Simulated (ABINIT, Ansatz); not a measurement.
# Re (Rhenium): from the cell to the phonon bands, part 4 of 4

Aim: the phonon dispersion of Re (Rhenium), checked by a second program.

ABINIT 10.8.3; DFT PBE, scalar-relativistic, plane waves, PseudoDojo norm-conserving pseudopotentials.

So far. Step 7 (Interpolated phonon bands): All branches are real along the path. Step 8 (Density of states): At 300 K the heat capacity has reached 96 % of the Dulong-Petit value.

**9. A second program**

A second program on the same cell, potentials, cutoff and meshes tests the implementation of the phonon response, not its convergence.

This step: DFT PBE, scalar-relativistic, plane waves, PseudoDojo norm-conserving pseudopotentials (Ansatz 0.2.0).

The input, input.yaml:

```yaml
crystal:
  lattice:
    - [2.7739122567, 0.0, 0.0]
    - [-1.3869561284, 2.4022784822, 0.0]
    - [0.0, 0.0, 4.4882382491]
  atoms:
    - { symbol: Re, position: [0.3333333333, 0.6666666667, 0.25] }
    - { symbol: Re, position: [0.6666666667, 0.3333333333, 0.75] }
kpoints:
  mp_grid: { grid: [12, 12, 6] }
hamiltonian:
  xc: pbe
  pseudopotentials: { kind: nc, accuracy: standard }
scf:
  occupations: { method: gaussian, width: 0.27211 }
output:
  eigenvalues: true
basis:
  ecutwfc: 816.342
phonons:
  method: dfpt
  qmesh: [3, 3, 2]
  temperatures: { t_max: 1000, t_step: 50 }
  qpath:
    path:
      - [[0.0, 0.0, 0.0], [0.5, 0.0, 0.0], [0.33333333, 0.33333333, 0.0], [0.0, 0.0, 0.0], [0.0, 0.0, 0.5], [0.5, 0.0, 0.5], [0.33333333, 0.33333333, 0.5], [0.0, 0.0, 0.5]]
      - [[0.5, 0.0, 0.5], [0.5, 0.0, 0.0]]
      - [[0.33333333, 0.33333333, 0.5], [0.33333333, 0.33333333, 0.0]]
    npoints: 10
  electrical_resistivity: { temperatures: [77, 300], mesh: [36, 36, 18] }
```

Launch:

```bash
> ansatz run input.yaml --threads 16 --pin off --max-ram 32768MiB --backend cpu --events-out ev --progress --plain --runs-dir out
```

Numbers of over 12 decimals in the logs are rounded to 6 here.

The log of the run:

```text
Warning: basis.ecutwfc = 816.342 eV is below the records' recommended 979.609905 eV, and the density's cutoff is lower with it unless basis.ecutrho_ratio is high enough to keep the records' density cutoff: compare with a run at a higher cutoff
Engine: ansatz 0.2.0, aarch64-unknown-linux-gnu
Pseudopotentials: kind: nc
Pseudopotential: Re, nc, valence charge 15, recommended cutoff 979.609905 eV (normal), Re.nc.azcp (PseudoDojo's, or run here from an input of PseudoDojo's; its table is named by hamiltonian.pseudopotentials.accuracy)
Functional definition: PBE
  parameter kappa = 0.804
  parameter beta = 0.066725
  exchange = pbe_x(kappa = kappa, mu = beta*pi^2/3)
  correlation = pbe_c(beta = beta)
Crystal: 2 atoms, lattice volume = 29.908 Å³
Basis set: ecut = 816.342 eV, 1605 PW (Γ), exchange–correlation on 54×54×96 points (8 copies of the dense FFT grid, shifted against one another)
Bands: 19, of which v1, the nominal top of the filled ones, is band 15 counted from 1 (14 counted from 0)
Symmetry: 24 space group operations
k-points: 76 of 864
Non-local potential: Re, projectors of the file, l = 0: 2, l = 1: 2, l = 2: 2, l = 3: 2
Initial density: superposition of atomic densities (chi_scale 0.1, normalization cell)
Initial wavefunctions: pseudopotential atomic-orbital guess
Functional: x = pbe(κ = 0.804, μ = 0.219515), c = pbe(β = 0.066725)
SCF iter   1: F=—  HF=-4723.945748 eV  |F-HF|=—  |Δ(HF+E_count)|=         —  Δρ=5.95e-2  dr2=1.00e0  ethr=3.10e-3  ⟨swp⟩=5.8  Hψ=7245  notcnv=0
preconditioner: auto → none  [metal: Δε(μ)=0.068 eV  Ē_g=6.259 eV  σ=0.272 eV  W_gap=0.14  n_scr=8 (ndim 8)  ℏωp=25.4 eV  f_vac=0.000  D(μ)=1.62/eV (n_scr^D=22)  sad-step TF]
SCF iter   2: F=—  HF=-4723.687450 eV  |F-HF|=—  |Δ(HF+E_count)|=   2.58e-1  Δρ=3.32e-2  dr2=2.97e-1  ethr=3.10e-3  ⟨swp⟩=2.2  Hψ=2532  notcnv=0
SCF iter   3: F=—  HF=-4723.593038 eV  |F-HF|=—  |Δ(HF+E_count)|=   9.44e-2  Δρ=2.43e-3  dr2=4.94e-4  ethr=9.90e-4  ⟨swp⟩=2.5  Hψ=2734  notcnv=0
SCF iter   4: F=—  HF=-4723.593310 eV  |F-HF|=—  |Δ(HF+E_count)|=   2.72e-4  Δρ=2.85e-4  dr2=1.55e-5  ethr=1.65e-6  ⟨swp⟩=3.0  Hψ=3335  notcnv=0
SCF iter   5: F=—  HF=-4723.593307 eV  |F-HF|=—  |Δ(HF+E_count)|=   2.79e-6  Δρ=4.60e-5  dr2=4.14e-7  ethr=5.17e-8  ⟨swp⟩=2.6  Hψ=2826  notcnv=0
SCF iter   6: F=—  HF=-4723.593309 eV  |F-HF|=—  |Δ(HF+E_count)|=   1.49e-6  Δρ=8.74e-6  dr2=1.38e-8  ethr=1.38e-9  ⟨swp⟩=3.2  Hψ=3175  notcnv=0
SCF iter   7: F=—  HF=-4723.593309 eV  |F-HF|=—  |Δ(HF+E_count)|=   3.62e-9  Δρ=1.68e-6  dr2=1.69e-10  ethr=4.60e-11  ⟨swp⟩=2.9  Hψ=2868  notcnv=0
SCF iter   8: F=-4723.593309 eV  HF=-4723.593309 eV  |F-HF|=1.82e-12  |Δ(HF+E_count)|=  1.46e-11  Δρ=1.62e-7  dr2=3.82e-12  ethr=1.00e-12  ⟨swp⟩=10.6  Hψ=10888  notcnv=0
SCF 1 converged in 8 iterations: F = -4723.593309 eV  dr2 = 3.82e-12
NSCF: frozen V_eff on 76 k-points
WARN: eigensolver did not converge in 5 slots of this pass, the one above among them; of largest residual over every band (k=75): 1 band(s) unlocked (lowest unlocked band 18, counted from 0; max residual 3.19e-4 eV among the unlocked bands, 3.19e-4 eV over every band); of lowest unlocked band (k=62): band 18
NSCF: frozen V_eff on 172 k-points
DFPT response loops at q = (0, 0, 0) (fractional): preconditioner auto → Kerker (q_TF=auto, 2.730 Å⁻¹) (partly filled bands, converged f_vac=0.000); β = 1.00, the filter's whole step (`scf.mixing.beta` (0.50) is not read by the response loops under this deck's `scf.mixing.preconditioner`; to damp them name `kerker` or `kerker_dos`, under which they read `scf.mixing.beta`, and type it under 1.00, their step now; both keys bind the ground state too); Broyden in place of MSR1
NSCF: frozen V_eff on 344 k-points
DFPT response loops at q = (0, 0, -0.5) (fractional): mixed as the last ones told, above
NSCF: frozen V_eff on 624 k-points
DFPT response loops at q = (0, 0.333333, 0) (fractional): mixed as the last ones told, above
NSCF: frozen V_eff on 624 k-points
DFPT response loops at q = (0, 0.333333, -0.5) (fractional): mixed as the last ones told, above
NSCF: frozen V_eff on 624 k-points
DFPT response loops at q = (0.333333, 0.333333, 0) (fractional): mixed as the last ones told, above
NSCF: frozen V_eff on 624 k-points
DFPT response loops at q = (0.333333, 0.333333, -0.5) (fractional): mixed as the last ones told, above
SCF iter   1: F=—  HF=-4723.945748 eV  |F-HF|=—  |Δ(HF+E_count)|=         —  Δρ=5.95e-2  dr2=1.00e0  ethr=3.10e-3  ⟨swp⟩=5.8  Hψ=7245  notcnv=0
SCF iter   2: F=—  HF=-4723.687450 eV  |F-HF|=—  |Δ(HF+E_count)|=   2.58e-1  Δρ=3.32e-2  dr2=2.97e-1  ethr=3.10e-3  ⟨swp⟩=2.2  Hψ=2532  notcnv=0
SCF iter   3: F=—  HF=-4723.593038 eV  |F-HF|=—  |Δ(HF+E_count)|=   9.44e-2  Δρ=2.43e-3  dr2=4.94e-4  ethr=9.90e-4  ⟨swp⟩=2.5  Hψ=2734  notcnv=0
SCF iter   4: F=—  HF=-4723.593310 eV  |F-HF|=—  |Δ(HF+E_count)|=   2.72e-4  Δρ=2.85e-4  dr2=1.55e-5  ethr=1.65e-6  ⟨swp⟩=3.0  Hψ=3335  notcnv=0
SCF iter   5: F=—  HF=-4723.593307 eV  |F-HF|=—  |Δ(HF+E_count)|=   2.79e-6  Δρ=4.60e-5  dr2=4.14e-7  ethr=5.17e-8  ⟨swp⟩=2.6  Hψ=2826  notcnv=0
SCF iter   6: F=—  HF=-4723.593309 eV  |F-HF|=—  |Δ(HF+E_count)|=   1.49e-6  Δρ=8.74e-6  dr2=1.38e-8  ethr=1.38e-9  ⟨swp⟩=3.2  Hψ=3175  notcnv=0
SCF iter   7: F=—  HF=-4723.593309 eV  |F-HF|=—  |Δ(HF+E_count)|=   3.62e-9  Δρ=1.68e-6  dr2=1.69e-10  ethr=4.60e-11  ⟨swp⟩=2.9  Hψ=2868  notcnv=0
SCF iter   8: F=-4723.593309 eV  HF=-4723.593309 eV  |F-HF|=1.82e-12  |Δ(HF+E_count)|=  1.27e-11  Δρ=1.62e-7  dr2=3.85e-12  ethr=1.00e-12  ⟨swp⟩=4.6  Hψ=5205  notcnv=0
SCF 2 converged in 8 iterations: F = -4723.593309 eV  dr2 = 3.85e-12
NSCF: frozen V_eff on 76 k-points
NSCF: frozen V_eff on 95 k-points
[...]
SCF converged after 8 iterations
Free energy (F): -4723.593309 eV
Harris-Foulkes:  -4723.593309 eV  (|F-HF|=1.82e-12)
Internal energy: -4723.529974 eV  (E = F + TS)
E sigma→0 (E₀):  -4723.561641 eV
Entropy (-TS):   -0.063334 eV (-31.667 meV/atom)
Fermi energy:    23.718727 eV
--- Per-component energies (eV) ---
  E_band       = -151.685235
  E_kinetic    = 1292.606014
  E_local      = -2007.421887  (includes V_loc(G=0)·N_el)
  E_nonlocal   = 207.998212
  E_hartree    = 523.289775
  E_xc         = -941.936510
  E_vxc        = -691.447204  (∫ρ·V_xc dr)
  E_ewald      = -3798.065577
  E_smearing   = -0.063334  (= −TS)
  E_closure    = 0.000000  (closes the sum)
  Σ components = -4723.593309   (vs F -4723.593309, Δ=0.00e0)
--- Band table (eV; the first three rows and the last of 76) ---
  k-point 0: bands = [... 11 lower, 22.1864, 22.1864, 22.9972, 22.9972, 23.9292, 23.9292, 24.2553, 27.0184]
  k-point 1: bands = [... 11 lower, 22.0542, 22.0542, 22.8057, 22.8057, 23.4106, 24.3546, 24.3546, 27.0370]
  k-point 2: bands = [... 11 lower, 21.9436, 21.9436, 22.0037, 22.4047, 22.4047, 25.2685, 25.2685, 26.8569]
  k-point 75: bands = [... 11 lower, 20.0643, 21.5931, 21.5931, 23.7814, 23.7814, 27.0128, 27.0128, 33.0777]
--- Phonons (Γ-DFPT): 2 representative perturbations + reference (Σ response iterations 8) ---
  ASR residual: 3.044e-4 → 0.000e0 eV/Å²; symmetrization residual: 6.297e-10 eV/Å²
  ASR residual per site (eV/Å²): 3.04e-4 3.04e-4
  Γ frequencies (cm⁻¹): 0.00 0.00 0.00 105.56 113.38 113.38
--- Phonons (arbitrary-q DFPT): 6 irreducible q on the 3×3×2 mesh ---
  q = [0.0000, 0.0000, 0.0000] (star 1, of the zone-centre solve; hermiticity 1.43e-10, symmetrization 7.15e-11): 0.00 0.00 0.00 105.56 113.38 113.38
  q = [0.0000, 0.0000, -0.5000] (star 1, 2 solved perturbations in 248 linear systems a pass and spin channel, the states on 172 of 864 k-point pairs; hermiticity 3.11e-9, symmetrization 1.56e-9, the responses' own estimated error 1.5e-7 eV/Å²): 80.21 80.21 80.21 80.21 161.93 161.93
  q = [0.0000, 0.3333, 0.0000] (star 6, 3 solved perturbations on 312 of 864 k-point pairs; hermiticity 6.33e-9, symmetrization 3.82e-10, the responses' own estimated error 1.8e-7 eV/Å²): 99.10 104.61 116.08 152.26 169.43 178.16
  q = [0.0000, 0.3333, -0.5000] (star 6, 3 solved perturbations on 312 of 864 k-point pairs; hermiticity 6.69e-9, symmetrization 3.52e-10, the responses' own estimated error 1.6e-7 eV/Å²): 112.23 112.23 114.19 114.19 176.57 176.57
  q = [0.3333, 0.3333, 0.0000] (star 2, 2 solved perturbations in 436 linear systems a pass and spin channel, the states on 312 of 864 k-point pairs; hermiticity 3.58e-9, symmetrization 1.79e-9, the responses' own estimated error 1.9e-7 eV/Å²): 121.69 150.89 150.89 152.90 187.47 187.47
  q = [0.3333, 0.3333, -0.5000] (star 2, 2 solved perturbations in 436 linear systems a pass and spin channel, the states on 312 of 864 k-point pairs; hermiticity 3.38e-9, symmetrization 1.69e-9, the responses' own estimated error 1.5e-7 eV/Å²): 47.51 47.51 154.40 154.40 190.31 190.31
  sum rule: each row above includes the acoustic sum rule's correction from the zone centre's row sums; it moved no ω² by more than (0.67 cm⁻¹)²
  mesh force constants: q→R imaginary residual 0.00e0; ASR residual 3.044e-4 → 0.000e0 eV/Å²; symmetrization residual 1.421e-14 eV/Å²
  interpolated dispersion: 93 rows × 6 modes
  density of states and harmonic sums: on the 27×27×14 q-mesh, interpolated from the force constants of a 3×3×2 supercell (no non-analytic term)
  largest difference from the sums on the solved wave vectors: F 2.93e-2 eV, S 4.36e-5 and C_V 1.43e-5 eV/K
  zero-point energy: 0.049631 eV/cell   skipped modes (ω ≤ 0): 3   left out of the sums: 4.90e-5 of the cell's modes: C_V's classical limit lies that fraction below 3 k_B per atom; for a crystal, a wire or a layer, F and S can be off by more, and a phonons.interpolated_qmesh denser along its periods is the remedy for the sampling
--- Electrical resistivity: potentials and phonons of a 3×3×2 supercell ---
  scattering by harmonic phonons alone, with no dipole-dipole term; scattering by other electrons, impurities, surfaces and spin disorder is left out, and so is spin–orbit coupling
  the resistivity is that of a variational response, whose dependence on the energy is improved iteratively
  at the Fermi level of each mesh (of a tensor a third of its trace):
           mesh   spin    states/(eV spin)  plasma energy (eV)         λ      λ_tr    ħω_log (meV)
       36×36×18                     0.7516              7.4971    0.7077    0.6770          14.612
        18×18×9                     0.7293              7.3877    0.6734    0.6438          14.641
  resistivity on the deck's mesh, µΩ·cm:
     T (K)       trace/3  mesh converged            xx            yy            zz    lowest order   relaxation time
     77.00      2.1904e0              no      2.4261e0      2.4261e0      1.7192e0        2.4696e0          2.2693e0
    300.00      1.4358e1              no      1.5954e1      1.5954e1      1.1164e1        1.4822e1          1.4573e1
  mean free path at 77 K (of a tensor a third of its trace): 34.7 nm by what each carries, 28.4 by the Fermi surface alone
  Hall coefficient in a weak field at 77 K (a third of the trace): 2.035e-10 m³/C (as a tensor it moves by 2.4 % between the two finest meshes); by each state's relaxation time: 2.026e-10 m³/C; by a constant relaxation time: 1.411e-10 m³/C
  mean free path at 300 K (of a tensor a third of its trace): 5.05 nm by what each carries, 4.34 by the Fermi surface alone
  Hall coefficient in a weak field at 300 K (a third of the trace): 2.065e-10 m³/C (as a tensor it moves by 2.2 % between the two finest meshes); by each state's relaxation time: 1.982e-10 m³/C; by a constant relaxation time: 1.435e-10 m³/C
  the resistivity times a path that all electrons share, by the Fermi surface of the deck's mesh alone (a third of the trace): 6.274e-16 Ω·m²
  not converged in the mesh (λ; λ_tr; the resistivity at 77 K by 6.99 %; the resistivity at 300 K by 6.61 %): between neighbouring meshes, the two finest first, λ moves by 4.84 %, λ_tr by 5.03 % and the resistivity by up to 6.99 %; an estimate, no bound, puts it up to 9.3e-7 % above the Boltzmann equation's exact value after up to 3 iterations (at most 30 are made, fewer where the estimate is under 1.0e-6 % of each spin channel's own resistivity)
  vibrations of 18 cells: unjudged by the run; compare a larger repeat
  the changes of the potential over all sites missed a rigid shift's by 0.00 % (the site terms' by 0.00 %)
  at the force constants' own smearing the fine mesh and the k-points of their solves give squared frequencies that differ by 21.6 % of the larger at the most, at (0.3333, 0.3333, -0.5)
```

Wall time 1.7 min (16 threads of Arm Neoverse V2, shared host); peak memory 6 GiB.

This step gave:

- sum-rule residual before enforcement: 3.04e-4 eV/Å²
- mean frequency: 133.4 cm⁻¹
- Debye temperature (second moment): 257 K
- logarithmic mean frequency: 128.3 cm⁻¹
- lowest optical zone-centre mode: 105.6 cm⁻¹
- lowest mode on the q mesh (acoustic ones at the zone centre apart): 47.51 cm⁻¹
- zero-point energy per atom: 24.82 meV
- heat capacity at 300 K: 24.05 J/(mol atoms K)
- vibrational entropy at 300 K: 37.51 J/(mol atoms K)

**10. The two compared: ABINIT PseudoDojo and Ansatz, PseudoDojo**

Worked out from the results:

```yaml
root_mean_square_difference: 0.02 cm⁻¹
largest_difference: 0.04 cm⁻¹
root_mean_square_difference_on_the_path: 1.5 cm⁻¹
largest_difference_on_the_path: 7.8 cm⁻¹
```

At the solved wavevectors the largest difference (acoustic modes at Γ apart) is 0.02 % of the highest mode (on the interpolated path 4 %).

**11. Outcome**

* space group after relaxation: P6_3/mmc
* volume per atom: 15.0 Å³
* highest optical zone-centre mode (no LO-TO term): 113.4 cm⁻¹
* lowest optical zone-centre mode: 105.5 cm⁻¹
* q mesh: 3×3×2
* lowest mode on the q mesh (acoustic ones at the zone centre apart): 47.5 cm⁻¹
* zero-point energy per atom: 24.8 meV
* heat capacity at 300 K: 24.1 J/(mol atoms K)
* vibrational entropy at 300 K: 37.5 J/(mol atoms K)
* imaginary modes on the q mesh: none
* largest difference from Ansatz, PseudoDojo: 0.04 cm⁻¹

**Reading.** Re (Rhenium) is dynamically stable on the 3×3×2 mesh; its spectrum reaches 203 cm⁻¹. At the PBE level the optical modes of Re (Rhenium) at the zone centre run from 106 to 113 cm⁻¹. Along axes with an odd number of divisions the mesh misses the zone-boundary points at one half, where instabilities often lie; those are only interpolated. The base run prints -0.33 GPa, mostly the error of a finite basis; the relaxation, with a smoothed and higher cutoff, had brought the cell to rest. ABINIT PseudoDojo and Ansatz, PseudoDojo agree to 0.04 cm⁻¹ (0.02 % of the highest mode compared) on all solved modes but the acoustic ones at Γ. Their interpolated bands part by up to 8 cm⁻¹. These are harmonic frequencies at zero temperature: anharmonic shifts and linewidths and thermal expansion are left out. Spin-orbit coupling is left out, which can matter for the heavy elements here. In a metal the frequencies hang on the k mesh and the smearing, most of all near Kohn anomalies. Ansatz warns that the cutoff lies 17 % under the one recommended for these files; agreement at one cutoff is not convergence. Electron-phonon sums were run after this but are left out, since no second program bore their λ out within 30 %; a λ that a log prints is not taken as a result. The q mesh stands for a supercell only 8.3 Å across, so branches between the solved wavevectors are rough.

[Host names and launcher messages were left out of these logs when they were recorded.]

[Logs are printed without paths, hosts, clocks, repeated set-up lines and the standing remarks that a program may print on its own settings, such as how far it seeks lower states.]

[Hosts, paths, dates, database ids (printed as entryN), source tags and the programs' standing remarks are cut or masked in the printed files.]
